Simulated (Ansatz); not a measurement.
# KCaInWO6: complex band structure, part 3 of 3

Aim: the decay constants that govern tunnelling through KCaInWO6.

Ansatz 0.2.0; PBE DFT, plane waves, PAW files (the session's first sound run).

So far, gap on the k-mesh (eV): step 2 (the bulk crystal and its band edges, PBE) 2.97; step 3 (decaying states in the gap, plane (111), PBE) 2.96; step 7 (a check of the settings, PBE (U 4 eV)) 2.98.

## Step 8: The same cell, other settings: kpoints.mp_grid.grid = [9, 9, 9]

This step: PBE DFT, plane waves, PAW files; complex bands by layer matching along the plane's normal; changed: kpoints.mp_grid.grid = [9, 9, 9] (Ansatz 0.2.0).

This run repeats an earlier one, its twin (the complex run, plane (111)), with one setting changed (kpoints.mp_grid.grid; files written aside). It is meant to test whether the SCF mesh is converged. Where the input is shown as a difference, that is against the step before, not the twin.

Contents of input.yaml:

```yaml
crystal:
  lattice:
    - [5.7819908517, 0.0, 0.0]
    - [2.8909954259, 5.007350962, 0.0]
    - [0.0, 3.3382339747, 4.7209757614]
  atoms:
    - { symbol: K, position: [0.75, 0.5, 0.25] }
    - { symbol: Ca, position: [0.25, 0.5, 0.75] }
    - { symbol: In, position: [0.0, 0.0, 0.0] }
    - { symbol: W, position: [0.5, 0.0, 0.5] }
    - { symbol: O, position: [0.73761249, 0.0, 0.26238751] }
    - { symbol: O, position: [0.26238751, 0.0, 0.73761249] }
    - { symbol: O, position: [0.26238751, 0.0, 0.26238751] }
    - { symbol: O, position: [0.73761249, 0.0, 0.73761249] }
    - { symbol: O, position: [0.73761249, 0.52477502, 0.73761249] }
    - { symbol: O, position: [0.26238751, 0.47522498, 0.26238751] }
kpoints:
  mp_grid: { grid: [9, 9, 9] }
scf:
  occupations: { method: fixed }
hamiltonian:
  xc: pbe
output:
  eigenvalues: true
  transmission:
    leads: [[0, 0]]
    kpoints: [[0.0, 0.0], [-0.5, -0.5], [0.5, 0.0]]
    e_range: [-1.0, 3.96]
    de: 0.08
```

Command:

```bash
$ ansatz run input.yaml --threads 2 --pin off --max-ram 4096MiB --backend cpu --events-out ev --progress --plain --runs-dir out
```

Numbers of over 12 decimals in the logs are rounded to 6 here.

The log of the run:

```text
[...]
Crystal: 10 atoms, lattice volume = 136.684 Å³
Basis set: ecut = 420 eV, 2685 PW (Γ)
Bands: 51, of which v1, the nominal top of the filled ones, is band 41 counted from 1 (40 counted from 0)
Symmetry: 24 space group operations
[...]
k-points: 35 of 729 (time reversal used)
[...]
SCF iter   1: F=—  HF=-22748.335085 eV  |F-HF|=—  |Δ(HF+E_count)|=         —  Δρ=1.42e-3  dr2=5.58e-3  ethr=1.77e-3  ⟨swp⟩=5.1  Hψ=6319  notcnv=0  defer=240
[...]
SCF iter   7: F=-22748.337801 eV  HF=-22748.337801 eV  |F-HF|=1.06e-10  |Δ(HF+E_count)|=   4.38e-8  Δρ=2.50e-6  dr2=1.16e-8  ethr=1.22e-10  ⟨swp⟩=11.4  Hψ=7200  notcnv=0
SCF 1 converged in 7 iterations: F = -22748.337801 eV  dr2 = 1.16e-8
[...]
transmission: 9 of 27 steps passed
transmission: 18 of 27 steps passed
transmission: 27 of 27 steps passed
SCF converged after 7 iterations
Free energy (F): -22748.337801 eV
[...]
Internal energy: -22748.337801 eV  (E = F + TS)
E sigma→0 (E₀):  -22748.337801 eV
Fermi energy:    7.932684 eV
[...]
--- Band table (eV; the first three rows and the last of 35) ---
  k-point 0: bands = [... 37 lower, 7.1255, 7.9327, 7.9327, 7.9327, 10.9851, 10.9851, 10.9851, 11.8995, ... 6 higher]
  k-point 1: bands = [... 37 lower, 7.1487, 7.8672, 7.8672, 7.9026, 10.9930, 11.0319, 11.0319, 12.1043, ... 6 higher]
  k-point 2: bands = [... 37 lower, 7.2279, 7.6944, 7.6944, 7.8195, 10.9965, 11.1309, 11.1309, 12.6004, ... 6 higher]
  k-point 34: bands = [... 37 lower, 6.8404, 7.0830, 7.4241, 7.5953, 11.2031, 11.3410, 11.7621, 12.4493, ... 6 higher]
--- Transmission ---
  basis      : 253 plane waves across, 9 finite elements along
  points     : 3, as listed
[...]
channels       : 0.000000e0 a spin
[...]
slowest decay  : 0.3299 /Å at (0.0000, 0.0000)
```

Wall time 4.1 min (2 threads of Arm Neoverse N1, shared host); peak memory 0.96 GiB.

Numbers from this step:

- free energy: -22748.3378 eV
- Fermi energy: 7.933 eV
- gap on the k-mesh: 2.966 eV
- level to which the leads are filled: 1.483 eV from the Fermi level
- decay constant at the filling level, zone centre: 0.3299 Å⁻¹
- decay constant at the filling level, slowest listed point: 0.3299 Å⁻¹

K parallel (0, 0); values up to 1.5 1/Å, a degenerate pair printed once or twice; energies at which all values exceed this have no row. Table of Im kz of the slowest decaying states by energy, zero at the highest filled level on the SCF mesh:

| energy (eV) | decay 1 (Å⁻¹) | decay 2 (Å⁻¹) | decay 3 (Å⁻¹) | decay 4 (Å⁻¹) |
| --- | --- | --- | --- | --- |
| -1.0000 | 0.0948 | 0.185 | 0.327 | 0.561 |
| -0.7600 | 0.0718 | 0.113 | 0.217 | 0.573 |
| -0.5200 | 0.162 | 0.168 | 0.301 | 0.583 |
| -0.2800 | 0.219 | 0.277 | 0.349 | 0.591 |
| -0.0400 | 0.254 | 0.365 | 0.383 | 0.597 |
| 0.2800 | 0.283 | 0.286 | 0.413 | 0.419 |
| 0.5200 | 0.304 | 0.366 | 0.429 | 0.466 |
| 0.7600 | 0.316 | 0.416 | 0.446 | 0.493 |
| 1.0000 | 0.324 | 0.434 | 0.475 | 0.513 |
| 1.2400 | 0.329 | 0.437 | 0.504 | 0.530 |
| 1.4800 | 0.330 | 0.435 | 0.528 | 0.542 |
| 1.7200 | 0.328 | 0.427 | 0.546 | 0.552 |
| 1.9600 | 0.322 | 0.414 | 0.558 | 0.560 |
| 2.2800 | 0.308 | 0.384 | 0.561 | 0.571 |
| 2.5200 | 0.292 | 0.349 | 0.559 | 0.569 |
| 2.7600 | 0.266 | 0.289 | 0.552 | 0.555 |
| 3.0000 | 0.142 | 0.195 | 0.464 | 0.530 |
| 3.2400 | 0.297 | 0.485 | 0.500 | 0.569 |
| 3.4800 | 0.218 | 0.416 | 0.559 | 0.563 |
| 3.7200 | 0.155 | 0.513 | 0.544 | 0.565 |

K parallel (-0.5, -0.5); values up to 1.5 1/Å, a degenerate pair printed once or twice; energies at which all values exceed this have no row. The Im kz of the slowest decaying states by energy, zero at the highest filled level on the SCF mesh:

| energy (eV) | decay 1 (Å⁻¹) | decay 2 (Å⁻¹) | decay 3 (Å⁻¹) | decay 4 (Å⁻¹) |
| --- | --- | --- | --- | --- |
| -1.00 | 0.164 | 0.227 | 0.229 | 0.427 |
| -0.76 | 0.180 | 0.231 | 0.466 | 0.672 |
| -0.52 | 0.0776 | 0.255 | 0.288 | 0.459 |
| -0.28 | 0.159 | 0.210 | 0.295 | 0.363 |
| -0.04 | 0.0736 | 0.223 | 0.320 | 0.321 |
| 0.28 | 0.276 | 0.342 | 0.348 | 0.409 |
| 0.52 | 0.303 | 0.352 | 0.371 | 0.492 |
| 0.76 | 0.323 | 0.358 | 0.389 | 0.520 |
| 1.00 | 0.337 | 0.360 | 0.402 | 0.540 |
| 1.24 | 0.345 | 0.359 | 0.409 | 0.556 |
| 1.48 | 0.348 | 0.355 | 0.412 | 0.569 |
| 1.72 | 0.346 | 0.347 | 0.410 | 0.579 |
| 1.96 | 0.336 | 0.337 | 0.403 | 0.586 |
| 2.20 | 0.321 | 0.321 | 0.389 | 0.592 |
| 2.44 | 0.293 | 0.300 | 0.368 | 0.523 |
| 2.68 | 0.249 | 0.268 | 0.336 | 0.425 |
| 3.00 | 0.110 | 0.264 | 0.284 | 0.598 |
| 3.24 | 0.122 | 0.149 | 0.229 | 0.584 |
| 3.48 | 0.173 | 0.339 | 0.552 | 0.595 |
| 3.72 | 0.0827 | 0.498 | 0.593 | 0.610 |
| 3.96 | 0.164 | 0.199 | 0.537 | 0.587 |

K parallel (0.5, 0); values up to 1.5 1/Å, a degenerate pair printed once or twice; energies at which all values exceed this have no row. The Im kz of the slowest decaying states by energy, zero at the highest filled level on the SCF mesh:

| energy (eV) | decay 1 (Å⁻¹) | decay 2 (Å⁻¹) | decay 3 (Å⁻¹) | decay 4 (Å⁻¹) |
| --- | --- | --- | --- | --- |
| -1.00 | 0.164 | 0.227 | 0.229 | 0.427 |
| -0.76 | 0.180 | 0.231 | 0.466 | 0.672 |
| -0.52 | 0.0776 | 0.255 | 0.288 | 0.459 |
| -0.28 | 0.159 | 0.210 | 0.295 | 0.363 |
| -0.04 | 0.0736 | 0.223 | 0.320 | 0.321 |
| 0.28 | 0.276 | 0.342 | 0.348 | 0.409 |
| 0.52 | 0.303 | 0.352 | 0.371 | 0.492 |
| 0.76 | 0.323 | 0.358 | 0.389 | 0.520 |
| 1.00 | 0.337 | 0.360 | 0.402 | 0.540 |
| 1.24 | 0.345 | 0.359 | 0.409 | 0.556 |
| 1.48 | 0.348 | 0.355 | 0.412 | 0.569 |
| 1.72 | 0.346 | 0.347 | 0.410 | 0.579 |
| 1.96 | 0.336 | 0.337 | 0.403 | 0.586 |
| 2.20 | 0.321 | 0.321 | 0.389 | 0.592 |
| 2.44 | 0.293 | 0.300 | 0.368 | 0.523 |
| 2.68 | 0.249 | 0.268 | 0.336 | 0.425 |
| 3.00 | 0.110 | 0.264 | 0.284 | 0.598 |
| 3.24 | 0.122 | 0.149 | 0.229 | 0.584 |
| 3.48 | 0.173 | 0.339 | 0.552 | 0.595 |
| 3.72 | 0.0827 | 0.498 | 0.593 | 0.610 |
| 3.96 | 0.164 | 0.199 | 0.537 | 0.587 |

The least decay constant is 0.330 Å⁻¹ against 0.330 Å⁻¹ in the twin: no change within 1 %.

## Step 9: Results

| Quantity | Value |
| --- | --- |
| band gap | 2.96 eV |
| least decay constant at mid-gap, normal to (111) | 0.330 Å⁻¹ |
| least decay constant at mid-gap, normal to (001) | 0.384 Å⁻¹ |
| least decay constant on a mesh, normal to (111) | 0.330 Å⁻¹ |

With PBE, the slowest decay at the wavevectors tried is κ = 0.330 Å⁻¹, normal to (111). Through such a film the transmission near mid-gap falls as exp(−2κd), a factor of ten every 3.5 Å. The decay depends on direction: 1.2 times faster normal to (001). A free electron under a barrier of half the gap would need a mass of 0.28 mₑ to decay at this rate. A semilocal functional narrows gaps, so real decay constants are likely larger.

[Logs are printed without paths, hosts, clocks, repeated set-up lines and the standing remarks that a program may print on its own settings, such as how far it seeks lower states.]

[Hosts, paths, dates, database ids (printed as entryN), source tags and the programs' standing remarks are cut or masked in the printed files.]
